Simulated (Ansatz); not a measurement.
## Mg2InCuTe4: complex band structure

A new crystal, Mg2InCuTe4: structure, gap and complex bands. It is built by putting Cu for Ag, Mg for Zn in the Zn2InAgTe4 structure of space group I-42m, with the volume rescaled by atomic radii. The parent structure comes from the Materials Project.

Main program and level: Ansatz 0.2.0; PBEsol DFT, plane waves, PAW files, in the first sound run; inputs show where later runs differ.

The structure was built from a prototype and need not be the compound's stable phase.

## Step 1: The structure

Symmetry: I-42m, No. 121, tetragonal system. The conventional cell has a = 6.464 Å, b = 6.464 Å, c = 12.859 Å, α = 90.00°, β = 90.00°, γ = 90.00°. Nearest to Mg lie 4 Te at 2.74 Å. Nearest to In lie 4 Te at 2.88 Å. Cu has 4 Te at 2.83 Å nearest. Te has 2 Mg at 2.74 Å and 1 Cu at 2.83 Å and 1 In at 2.88 Å nearest. It derives from Zn2InAgTe4. Cu for Ag, Mg for Zn in the Zn2InAgTe4 structure of space group I-42m. Farther neighbours and most contacts between anions are not listed.

## Step 2: Cell and atoms at rest

The substituted atoms don't fit the parent's cell, so cell and atoms relax together. A small smearing keeps the run stable in case the gap closes on the way.

Input file input.yaml:

```yaml
crystal:
  lattice:
    - [-3.2319288324, 3.2319288324, 6.429320035]
    - [3.2319288324, -3.2319288324, 6.429320035]
    - [3.2319288324, 3.2319288324, -6.429320035]
  atoms:
    - { symbol: Mg, position: [0.75, 0.25, 0.5] }
    - { symbol: Mg, position: [0.25, 0.75, 0.5] }
    - { symbol: In, position: [0.5, 0.5, 0.0] }
    - { symbol: Cu, position: [0.0, 0.0, 0.0] }
    - { symbol: Te, position: [0.6203575, 0.6203575, 0.506589] }
    - { symbol: Te, position: [0.3796425, 0.8862315, 0.0] }
    - { symbol: Te, position: [0.1137685, 0.1137685, 0.493411] }
    - { symbol: Te, position: [0.8862315, 0.3796425, 0.0] }
kpoints:
  mp_grid: { grid: [6, 6, 6] }
scf:
  occupations: { method: gaussian, width: 0.03 }
hamiltonian:
  xc: pbesol
output:
  forces: true
  stress: true
relax:
  f_tol: 0.02
  max_steps: 60
  cell: {}
```

On the command line:

```bash
> ansatz run input.yaml --threads 2 --pin off --max-ram 4096MiB --backend cpu --events-out ev --progress --plain --runs-dir out
```

Numbers of over 12 decimals in the logs are rounded to 6 here.

The log of the run:

```text
Engine: ansatz 0.2.0, x86_64-unknown-linux-gnu
Pseudopotentials: kind: paw
Pseudopotential: Mg, paw, valence charge 10, recommended cutoff 420 eV (normal), Mg.paw.azcp
Pseudopotential: In, paw, valence charge 13, recommended cutoff 420 eV (normal), In.paw.azcp
Pseudopotential: Cu, paw, valence charge 19, recommended cutoff 420 eV (normal), Cu.paw.azcp
Pseudopotential: Te, paw, valence charge 16, recommended cutoff 420 eV (normal), Te.paw.azcp
Functional definition: PBEsol
  exchange = pbesol_x
  correlation = pbesol_c
Crystal: 8 atoms, lattice volume = 268.626 Å³
Basis set: ecut = 420 eV, 5269 PW (Γ), exchange–correlation on 108×108×108 points (8 copies of the dense FFT grid, shifted against one another)
Bands: 70, of which v1, the nominal top of the filled ones, is band 58 counted from 1 (57 counted from 0)
Symmetry: 8 space group operations
Space group: I-42m (ITA 121), of the structure as read, at distance tolerance 6.5e-5 Å
k-points: 30 of 216 (time reversal used)
Non-local potential: Mg, projectors of the file, l = 0: 3, l = 1: 2, l = 2: 1
Non-local potential: In, projectors of the file, l = 0: 2, l = 1: 2, l = 2: 2, l = 3: 2
Non-local potential: Cu, projectors of the file, l = 0: 3, l = 1: 2, l = 2: 3, l = 3: 1
Non-local potential: Te, projectors of the file, l = 0: 2, l = 1: 2, l = 2: 2, l = 3: 2
PAW form: soft (Blöchl's): semilocal exchange-correlation on the pseudo side does not see the compensation charge
PAW frozen core: Mg, regenerated for the run's functional, and the local potential with it (the file was generated under x = pbe(κ = 0.804, μ = 0.219515), c = pbe(β = 0.066725))
PAW frozen core: In, regenerated for the run's functional, and the local potential with it (the file was generated under x = pbe(κ = 0.804, μ = 0.219515), c = pbe(β = 0.066725))
PAW frozen core: Cu, regenerated for the run's functional, and the local potential with it (the file was generated under x = pbe(κ = 0.804, μ = 0.219515), c = pbe(β = 0.066725))
PAW frozen core: Te, regenerated for the run's functional, and the local potential with it (the file was generated under x = pbe(κ = 0.804, μ = 0.219515), c = pbe(β = 0.066725))
PAW one-centre angular grid: Mg, 110 points (default); XC on 64 Gauss nodes
PAW one-centre angular grid: In, 590 points (default); XC on 64 Gauss nodes
PAW one-centre angular grid: Cu, 590 points (default); XC on 64 Gauss nodes
PAW one-centre angular grid: Te, 590 points (default); XC on 64 Gauss nodes
Initial density: superposition of atomic densities (neutral atoms: chi_scale 0, normalization atom), corrected by the library's trained network
Initial wavefunctions: pseudopotential atomic-orbital guess
Functional: x = pbesol(κ = 0.804, μ = 0.123457), c = pbesol(β = 0.046)
SCF iter   1: F=—  HF=-43547.686113 eV  |F-HF|=—  |Δ(HF+E_count)|=         —  Δρ=4.63e-3  dr2=4.34e-2  ethr=1.77e-3  ⟨swp⟩=6.7  Hψ=8253  notcnv=0  defer=41
preconditioner: auto → Resta (q_TF=auto, 2.372 Å⁻¹)  ε∞=3.8  [insulator: Δε(μ)=0.712 eV  Ē_g=9.736 eV  σ=0.030 eV  W_gap=1.00  n_scr=60 (ndim 8)  ℏωp=16.3 eV  f_vac=0.137  D(μ)=0.00/eV (n_scr^D=0)  ε∞_Penn≈3.8]
SCF iter   2: F=—  HF=-43547.682462 eV  |F-HF|=—  |Δ(HF+E_count)|=   3.65e-3  Δρ=4.06e-3  dr2=3.54e-2  ethr=3.74e-5  ⟨swp⟩=2.1  Hψ=4344  notcnv=0  defer=190
SCF iter   3: F=—  HF=-43547.675696 eV  |F-HF|=—  |Δ(HF+E_count)|=   6.77e-3  Δρ=1.63e-3  dr2=6.02e-3  ethr=3.05e-5  ⟨swp⟩=2.0  Hψ=3819  notcnv=0  defer=190
SCF iter   4: F=—  HF=-43547.674900 eV  |F-HF|=—  |Δ(HF+E_count)|=   7.96e-4  Δρ=4.69e-4  dr2=7.89e-4  ethr=5.19e-6  ⟨swp⟩=2.0  Hψ=2720  notcnv=0  defer=190
SCF iter   5: F=—  HF=-43547.675042 eV  |F-HF|=—  |Δ(HF+E_count)|=   1.41e-4  Δρ=8.87e-5  dr2=4.24e-5  ethr=6.80e-7  ⟨swp⟩=2.0  Hψ=2536  notcnv=0  defer=190
SCF iter   6: F=—  HF=-43547.675073 eV  |F-HF|=—  |Δ(HF+E_count)|=   3.09e-5  Δρ=4.48e-5  dr2=4.79e-6  ethr=3.66e-8  ⟨swp⟩=2.0  Hψ=2680  notcnv=0  defer=190
SCF iter   7: F=—  HF=-43547.675078 eV  |F-HF|=—  |Δ(HF+E_count)|=   5.05e-6  Δρ=1.16e-5  dr2=3.92e-7  ethr=4.13e-9  ⟨swp⟩=2.0  Hψ=2624  notcnv=0  defer=190
SCF iter   8: F=—  HF=-43547.675078 eV  |F-HF|=—  |Δ(HF+E_count)|=   4.90e-7  Δρ=9.20e-6  dr2=1.73e-7  ethr=8.62e-11  ⟨swp⟩=5.0  Hψ=7548  notcnv=0
SCF iter   9: F=-43547.675078 eV  HF=-43547.675078 eV  |F-HF|=4.22e-10  |Δ(HF+E_count)|=   3.60e-8  Δρ=1.18e-6  dr2=4.27e-9  ethr=8.62e-11  ⟨swp⟩=5.0  Hψ=6550  notcnv=0
SCF 1 converged in 9 iterations: F = -43547.675078 eV  dr2 = 4.27e-9
  greatest PAW one-centre occupation: 1.000 electrons in one spin orbital (limit 2), on the Cu atom at site 3 (counted from 0), in its partial waves of l = 0
relax step   1: F+E_penalty+E_count = -43547.67507819 eV  Δ(F+E_penalty+E_count) = +0.000e0 eV  max|allowed force component| = 1.072e0 eV/Å  Δτ_max = 0.0000 Å  P = -1.835 GPa  Ω = 268.626 Å³  (9 SCF iters, dr2 threshold 1.00e-7 eV, accepted)
Crystal: 8 atoms, lattice volume = 257.606 Å³
Basis set: ecut = 420 eV, 4989 PW (Γ), exchange–correlation on 108×108×108 points (8 copies of the dense FFT grid, shifted against one another)
Initial density: handed on by an earlier stage of this run
Initial wavefunctions: those handed on with the density
iter 1 solved again at ethr=2.33e-4 eV; its pass at ethr=3.10e-3 eV (dr2=2.70e-1 eV) is discarded
SCF iter   1: F=—  HF=-43548.336376 eV  |F-HF|=—  |Δ(HF+E_count)|=         —  Δρ=1.26e-2  dr2=2.81e-1  ethr=2.33e-4  ⟨swp⟩=2.5  Hψ=9956  notcnv=0
preconditioner: auto → Resta (q_TF=auto, 2.389 Å⁻¹)  ε∞=3.8  [insulator: Δε(μ)=0.705 eV  Ē_g=9.933 eV  σ=0.030 eV  W_gap=1.00  n_scr=60 (ndim 8)  ℏωp=16.7 eV  f_vac=0.111  D(μ)=0.00/eV (n_scr^D=0)  ε∞_Penn≈3.8]
SCF iter   2: F=—  HF=-43548.342048 eV  |F-HF|=—  |Δ(HF+E_count)|=   5.67e-3  Δρ=1.11e-2  dr2=2.20e-1  ethr=2.33e-4  ⟨swp⟩=3.0  Hψ=4374  notcnv=0
SCF iter   3: F=—  HF=-43548.290975 eV  |F-HF|=—  |Δ(HF+E_count)|=   5.11e-2  Δρ=3.91e-3  dr2=2.73e-2  ethr=1.90e-4  ⟨swp⟩=2.0  Hψ=4351  notcnv=0  defer=173
SCF iter   4: F=—  HF=-43548.286286 eV  |F-HF|=—  |Δ(HF+E_count)|=   4.69e-3  Δρ=8.23e-4  dr2=1.70e-3  ethr=2.35e-5  ⟨swp⟩=2.0  Hψ=2419  notcnv=0  defer=173
SCF iter   5: F=—  HF=-43548.286358 eV  |F-HF|=—  |Δ(HF+E_count)|=   7.11e-5  Δρ=2.47e-4  dr2=1.46e-4  ethr=1.47e-6  ⟨swp⟩=2.0  Hψ=2439  notcnv=0  defer=173
SCF iter   6: F=—  HF=-43548.286396 eV  |F-HF|=—  |Δ(HF+E_count)|=   3.87e-5  Δρ=5.42e-5  dr2=7.16e-6  ethr=1.26e-7  ⟨swp⟩=2.0  Hψ=2423  notcnv=0  defer=173
SCF iter   7: F=—  HF=-43548.286399 eV  |F-HF|=—  |Δ(HF+E_count)|=   2.54e-6  Δρ=4.77e-5  dr2=4.52e-6  ethr=6.18e-9  ⟨swp⟩=2.0  Hψ=2585  notcnv=0  defer=173
SCF iter   8: F=-43548.286399 eV  HF=-43548.286399 eV  |F-HF|=7.76e-9  |Δ(HF+E_count)|=   2.62e-7  Δρ=6.12e-6  dr2=9.03e-8  ethr=6.90e-10  ⟨swp⟩=3.3  Hψ=7780  notcnv=0
SCF 2 converged in 8 iterations: F = -43548.286399 eV  dr2 = 9.03e-8
relax step   2: F+E_penalty+E_count = -43548.28639905 eV  Δ(F+E_penalty+E_count) = -6.113e-1 eV  max|allowed force component| = 2.185e-1 eV/Å  Δτ_max = 0.1950 Å  P = -0.839 GPa  Ω = 257.606 Å³  energy of the carried Pulay correction = +1.631e-3 eV  (8 SCF iters, dr2 threshold 8.00e-7 eV, accepted)
Crystal: 8 atoms, lattice volume = 254.927 Å³
Basis set: ecut = 420 eV, 4941 PW (Γ), exchange–correlation on 108×108×108 points (8 copies of the dense FFT grid, shifted against one another)
iter 1 solved again at ethr=9.74e-6 eV; its pass at ethr=3.10e-3 eV (dr2=1.13e-2 eV) is discarded
SCF iter   1: F=—  HF=-43548.328468 eV  |F-HF|=—  |Δ(HF+E_count)|=         —  Δρ=2.42e-3  dr2=1.08e-2  ethr=9.74e-6  ⟨swp⟩=2.2  Hψ=9642  notcnv=0
preconditioner: auto → Resta (q_TF=auto, 2.393 Å⁻¹)  ε∞=3.8  [insulator: Δε(μ)=0.763 eV  Ē_g=10.001 eV  σ=0.030 eV  W_gap=1.00  n_scr=60 (ndim 8)  ℏωp=16.8 eV  f_vac=0.112  D(μ)=0.00/eV (n_scr^D=0)  ε∞_Penn≈3.8]
SCF iter   2: F=—  HF=-43548.328794 eV  |F-HF|=—  |Δ(HF+E_count)|=   3.26e-4  Δρ=2.29e-3  dr2=9.13e-3  ethr=9.33e-6  ⟨swp⟩=2.0  Hψ=4200  notcnv=0
SCF iter   3: F=—  HF=-43548.326783 eV  |F-HF|=—  |Δ(HF+E_count)|=   2.01e-3  Δρ=7.33e-4  dr2=1.05e-3  ethr=7.87e-6  ⟨swp⟩=2.0  Hψ=4192  notcnv=0
SCF iter   4: F=—  HF=-43548.326620 eV  |F-HF|=—  |Δ(HF+E_count)|=   1.63e-4  Δρ=1.53e-4  dr2=6.70e-5  ethr=9.01e-7  ⟨swp⟩=2.0  Hψ=2576  notcnv=0
SCF iter   5: F=—  HF=-43548.326625 eV  |F-HF|=—  |Δ(HF+E_count)|=   4.84e-6  Δρ=4.28e-5  dr2=6.61e-6  ethr=5.78e-8  ⟨swp⟩=2.0  Hψ=2514  notcnv=0
SCF iter   6: F=-43548.326626 eV  HF=-43548.326626 eV  |F-HF|=6.55e-8  |Δ(HF+E_count)|=   1.17e-6  Δρ=1.36e-5  dr2=4.35e-7  ethr=6.90e-10  ⟨swp⟩=3.0  Hψ=8174  notcnv=0
SCF 3 converged in 6 iterations: F = -43548.326626 eV  dr2 = 4.35e-7
relax step   3: F+E_penalty+E_count = -43548.32662632 eV  Δ(F+E_penalty+E_count) = -4.023e-2 eV  max|allowed force component| = 8.290e-2 eV/Å  Δτ_max = 0.0319 Å  P = -0.534 GPa  Ω = 254.927 Å³  energy of the carried Pulay correction = +2.038e-3 eV  (6 SCF iters, dr2 threshold 8.00e-7 eV, accepted)
[...]
relax step   4: F+E_penalty+E_count = -43548.33898811 eV  Δ(F+E_penalty+E_count) = -1.236e-2 eV  max|allowed force component| = 3.350e-2 eV/Å  Δτ_max = 0.0232 Å  P = +0.070 GPa  Ω = 251.102 Å³  energy of the carried Pulay correction = +2.626e-3 eV  (6 SCF iters, dr2 threshold 8.00e-7 eV, accepted)
[...]
relax step   5: F+E_penalty+E_count = -43548.33944757 eV  Δ(F+E_penalty+E_count) = -4.595e-4 eV  max|allowed force component| = 5.572e-3 eV/Å  Δτ_max = 0.0051 Å  P = -0.001 GPa  Ω = 251.464 Å³  energy of the carried Pulay correction = +2.570e-3 eV  (6 SCF iters, dr2 threshold 7.01e-8 eV, accepted)
Initial wavefunctions: pseudopotential atomic-orbital guess (no wavefunctions were taken with the density)
iter 1 solved again at ethr=1.32e-7 eV; its pass at ethr=3.10e-3 eV (dr2=1.53e-4 eV) is discarded
SCF iter   1: F=—  HF=-43548.336839 eV  |F-HF|=—  |Δ(HF+E_count)|=         —  Δρ=7.11e-5  dr2=1.91e-6  ethr=1.32e-7  ⟨swp⟩=4.0  Hψ=14872  notcnv=0
preconditioner: auto → Resta (q_TF=auto, 2.398 Å⁻¹)  ε∞=3.8  [insulator: Δε(μ)=0.779 eV  Ē_g=10.068 eV  σ=0.030 eV  W_gap=1.00  n_scr=60 (ndim 8)  ℏωp=16.9 eV  f_vac=0.109  D(μ)=0.00/eV (n_scr^D=0)  ε∞_Penn≈3.8]
SCF iter   2: F=—  HF=-43548.336887 eV  |F-HF|=—  |Δ(HF+E_count)|=   4.81e-5  Δρ=6.76e-5  dr2=6.96e-6  ethr=1.65e-9  ⟨swp⟩=2.0  Hψ=3841  notcnv=0
SCF iter   3: F=—  HF=-43548.336889 eV  |F-HF|=—  |Δ(HF+E_count)|=   1.34e-6  Δρ=6.90e-5  dr2=7.09e-6  ethr=1.65e-9  ⟨swp⟩=2.7  Hψ=3885  notcnv=0
SCF iter   4: F=—  HF=-43548.336887 eV  |F-HF|=—  |Δ(HF+E_count)|=   1.69e-6  Δρ=6.67e-6  dr2=5.40e-8  ethr=1.65e-9  ⟨swp⟩=2.0  Hψ=3840  notcnv=0
SCF iter   5: F=—  HF=-43548.336887 eV  |F-HF|=—  |Δ(HF+E_count)|=  5.60e-10  Δρ=2.41e-6  dr2=7.19e-9  ethr=4.66e-11  ⟨swp⟩=2.0  Hψ=2880  notcnv=0
SCF iter   6: F=—  HF=-43548.336887 eV  |F-HF|=—  |Δ(HF+E_count)|=   1.58e-9  Δρ=6.78e-7  dr2=6.95e-10  ethr=6.20e-12  ⟨swp⟩=2.0  Hψ=2574  notcnv=0
SCF iter   7: F=-43548.336887 eV  HF=-43548.336887 eV  |F-HF|=7.28e-12  |Δ(HF+E_count)|=  8.00e-11  Δρ=1.03e-7  dr2=1.83e-11  ethr=1.00e-12  ⟨swp⟩=4.0  Hψ=9507  notcnv=0
SCF 6 converged in 7 iterations: F = -43548.336887 eV  dr2 = 1.83e-11
relax step   6: F+E_penalty+E_count = -43548.33688708 eV  Δ(F+E_penalty+E_count) = +2.560e-3 eV  max|allowed force component| = 5.569e-3 eV/Å  Δτ_max = 0.0000 Å  P = -0.002 GPa  Ω = 251.464 Å³  stress off target by 1.93e-2 GPa  SCF on the basis re-selected at this cell (its energy is not comparable with the rows above)  (7 SCF iters)
basis re-selected at this cell: Δ(F+E_penalty+E_count) = +2.560e-3 eV, ΔP = -0.001 GPa vs the last step (what re-selecting the basis moved, of the pressure what is left beyond the Pulay correction that the steps carried, after the strain that the cell walked since its last selection, with what the two solves' SCF thresholds leave and, on support functions, any second-order correction that the steps lacked; it is no m [...]
SCF converged after 7 iterations
Free energy (F): -43548.336887 eV
Harris-Foulkes:  -43548.336887 eV  (|F-HF|=7.28e-12)
Internal energy: -43548.336887 eV  (E = F + TS)
E sigma→0 (E₀):  -43548.336887 eV
Fermi energy:    6.802447 eV
--- Per-component energies (eV) ---
  E_band       = -2454.137778
  E_kinetic    = 1419.733098
  E_local      = -17099.338248  (includes V_loc(G=0)·N_el)
  E_nonlocal   = -268.138084
  E_hartree    = 8272.202677
  E_xc         = -851.627241
  E_vxc        = -704.310202  (∫ρ·V_xc dr)
  E_paw        = -24622.683804  (= ΣΔE_a)
  E_vpaw       = -2346.489539  (= ΣTr[D̂ρ^β])
  E_aug_tail   = -0.000488  (compensation charges beyond the density's cutoff)
  E_ewald      = -10400.543886
  E_core_change = 2.059090  (= ΣΔE_core)
  E_smearing   = -0.000000  (= −TS)
  E_closure    = -0.000000  (closes the sum)
  Σ components = -43548.336887   (vs F -43548.336887, Δ=0.00e0)
--- Forces (eV/Å), atoms counted from 1 ---
  atom   1  Mg    -0.00000000     0.00000000    -0.00000000
  atom   2  Mg    -0.00000000    -0.00000000    -0.00000000
  atom   3  In     0.00000000     0.00000000     0.00000000
  atom   4  Cu    -0.00000000    -0.00000000     0.00000000
  atom   5  Te     0.00242533     0.00242533     0.00556864
  atom   6  Te     0.00242533    -0.00242533    -0.00556864
  atom   7  Te    -0.00242533    -0.00242533     0.00556864
  atom   8  Te    -0.00242533     0.00242533    -0.00556864
  max |Σ_I F_I| component: 2.04e-17 eV/Å
--- Stress (GPa, compression-positive) ---
        0.007267      -0.000000       0.000000
       -0.000000       0.007267      -0.000000
       -0.000000       0.000000      -0.019282
  P = ⅓ Tr σ = -0.0016 GPa (-0.016 kbar)
--- Relaxed structure (5 steps of the walk, 5 accepted, 1 SCFs on fresh bases) ---
  F+E_penalty+E_count = -43548.33688708 eV   max|allowed force component| = 5.569e-3 eV/Å   (the final SCF, on the basis selected at the relaxed cell)
  cell:  # Å, volume = 251.4640 Å³
    - [-3.146005, 3.146005, 6.351804]
    - [3.146005, -3.146005, 6.351804]
    - [3.146005, 3.146005, -6.351804]
  atoms:
    - { symbol: Mg, position: [0.750000, 0.250000, 0.500000] }
    - { symbol: Mg, position: [0.250000, 0.750000, 0.500000] }
    - { symbol: In, position: [0.500000, 0.500000, 1.024668411823701e-18] }
    - { symbol: Cu, position: [-3.6220275522176075e-19, -2.993028840045892e-19, 0] }
    - { symbol: Te, position: [0.647437, 0.647437, 0.533389] }
    - { symbol: Te, position: [0.352563, 0.885952, 0.0] }
    - { symbol: Te, position: [0.114048, 0.114048, 0.466611] }
    - { symbol: Te, position: [0.885952, 0.352563, 0.0] }
```

Elapsed: 87 s, on 2 threads of Intel Xeon Platinum 8488C (Sapphire Rapids), shared host; peak memory 0.92 GiB.

Relaxation path:

| step | energy less that of the first step (eV) | largest force component (eV/Å) | pressure (GPa) | volume (Å³) |
| --- | --- | --- | --- | --- |
| 1 | 0.0000 | 1.0718 | -1.84 | 268.63 |
| 2 | -0.6113 | 0.2185 | -0.84 | 257.61 |
| 3 | -0.6515 | 0.0829 | -0.53 | 254.93 |
| 4 | -0.6639 | 0.0335 | 0.07 | 251.10 |
| 5 | -0.6644 | 0.0056 | 0.00 | 251.46 |
| 6* | -0.6618 | 0.0056 | 0.00 | 251.46 |

Relaxation steps marked * repeat the geometry before them on a plane-wave basis chosen anew for their cell, so energy and pressure can jump there.

Forces are held to the 8 operations that the run works with; a distortion that breaks them can't arise in this run.

| conventional cell, symmetrised | before | after | change |
| --- | --- | --- | --- |
| a (Å) | 6.464 | 6.292 | -2.7 % |
| b (Å) | 6.464 | 6.292 | -2.7 % |
| c (Å) | 12.859 | 12.704 | -1.2 % |
| volume (Å³/atom) | 33.58 | 31.43 | -6.4 % |

The atoms that moved most (Å, as changes of fractional coordinates times the final cell):

| atom | dx | dy | dz | length |
| --- | --- | --- | --- | --- |
| Te5 | 0.084 | 0.084 | 0.174 | 0.211 |
| Te7 | -0.084 | -0.084 | 0.174 | 0.211 |
| Te6 | 0.084 | -0.084 | -0.174 | 0.211 |
| Te8 | -0.084 | 0.084 | -0.174 | 0.211 |

The relaxed structure:

```cif
data_structure
_symmetry_space_group_name_H-M 'P 1'
_symmetry_Int_Tables_number 1
_cell_length_a 7.7550
_cell_length_b 7.7550
_cell_length_c 7.7550
_cell_angle_alpha 132.133
_cell_angle_beta 132.133
_cell_angle_gamma 70.019
_cell_volume 251.46
loop_
_atom_site_label
_atom_site_type_symbol
_atom_site_fract_x
_atom_site_fract_y
_atom_site_fract_z
_atom_site_occupancy
Mg1 Mg 0.75000 0.25000 0.50000 1
Mg2 Mg 0.25000 0.75000 0.50000 1
In3 In 0.50000 0.50000 0.00000 1
Cu4 Cu 0.00000 0.00000 0.00000 1
Te5 Te 0.64744 0.64744 0.53339 1
Te6 Te 0.35256 0.88595 0.00000 1
Te7 Te 0.11405 0.11405 0.46661 1
Te8 Te 0.88595 0.35256 0.00000 1
```

Numbers from this step:

```
free energy  : -43548.3369 eV
Fermi energy : 6.802 eV
pressure     : -0.001583 GPa
```

The largest force component on a free atom ends at 0.0056 eV/Å.

(Part 1 of 3 ends here.)

[Logs are printed without paths, hosts, clocks, repeated set-up lines and the standing remarks that a program may print on its own settings, such as how far it seeks lower states.]

[Hosts, paths, dates, database ids (printed as entryN), source tags and the programs' standing remarks are cut or masked in the printed files.]

[New means built here by substitution; the compound itself may be known and measured.]
